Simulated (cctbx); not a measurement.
## Accept or mend?

Cell a = 7.9420 Å, b = 7.9420 Å, c = 6.3710 Å, α = 90.00°, β = 90.00°, γ = 120.00°; space group P6_3/mcm (no. 193).

The data are simulated with cctbx, not measured: Mo Kα, λ = 0.71073 Å, to d = 0.8 Å, 95 % of the full sphere, strongest reflection 70000 counts, noise from counting, a 4 % proportional error and a noise floor of 4 counts (s.d.); no absorption.

An anisotropic refinement with weights 1/σ² prints:

```text
Rint 0.030, 12 unique reflections to 2.01 A
cycle     R1     wR2    GooF  max shift (A)
   1  0.0108  0.0159   2.674   0.01162
   2  0.0007  0.0008   0.141   0.00000
final R1 0.0007 wR2 0.0008 GooF 0.141  parameters 10  data/parameter 1.2
atom        x        y        z      Ueq    occ   su(xyz)  su(Uiso or U11)
As1    0.61543  0.00000  0.75000   0.0008  1.000  0.00009  0.0010  NPD
Ca1    0.33333  0.66667  0.50000   0.0038  1.000  0.00000  0.0011
Mg1    0.25194  0.00000  0.75000   0.0188  1.000  0.00011  0.0009  NPD
difference map: max 0.01 min -0.00 rms 0.00
Q1    0.3333  0.6667  0.0000    4    0.01  0.00 A from Ca1
Q2    0.0000  0.0000  0.0000    2    0.01  2.56 A from Mg1
Q3    0.0000  0.3322  0.0132   12    0.00  1.56 A from As1
```

**Question.** Can this result stand? If not, what is the likely fault?

Mend it. The fault: data cut at low resolution. Against the right model at the same level, R1 goes from 0.0059 to 0.0007 and GooF from 0.93 to 0.14, U of As1 shrinks from 0.0137 to 0.0008 Å², U of Ca1 shrinks from 0.0176 to 0.0038 Å² and As1 and Mg1 go non-positive-definite. The atoms are right, but there are too few data for the parameters: R1 flatters and the s.u.s grow. Data per parameter fall from 14.7 to 1.2.

The compound is Ca2Mg3As3. The right model at the same level gives:

```text
Rint 0.033, 147 unique reflections to 0.80 A
cycle     R1     wR2    GooF  max shift (A)
   1  0.0060  0.0118   0.942   0.00004
   2  0.0059  0.0117   0.927   0.00000
final R1 0.0059 wR2 0.0117 GooF 0.927  parameters 10  data/parameter 14.7
atom        x        y        z      Ueq    occ   su(xyz)  su(Uiso or U11)
As1    0.61689  0.00000  0.75000   0.0137  1.000  0.00002  0.0001
Ca1    0.33333  0.66667  0.50000   0.0176  1.000  0.00000  0.0001
Mg1    0.25253  0.00000  0.75000   0.0235  1.000  0.00007  0.0002
difference map: max 0.11 min -0.20 rms 0.04
Q1    0.0000  0.0000  0.0000    2    0.11  2.56 A from Mg1
Q2    0.0973  0.5039  0.5183   24    0.10  1.67 A from Ca1
Q3    0.0917  0.1834  0.0000   12    0.09  1.94 A from Mg1
Q4    0.0856  0.5436  0.7500   12    0.09  1.09 A from As1
Q5    0.1721  0.4611  0.0697   24    0.09  1.55 A from Ca1
Q6    0.0000  0.1782  0.0245   12    0.08  1.85 A from Mg1
```

This is a model crystal, built by substitution and not relaxed, with assumed displacement parameters.

[Middle refinement cycles are left out of these outputs.]

[Logs are printed without paths, hosts, clocks, repeated set-up lines and the standing remarks that a program may print on its own settings, such as how far it seeks lower states.]
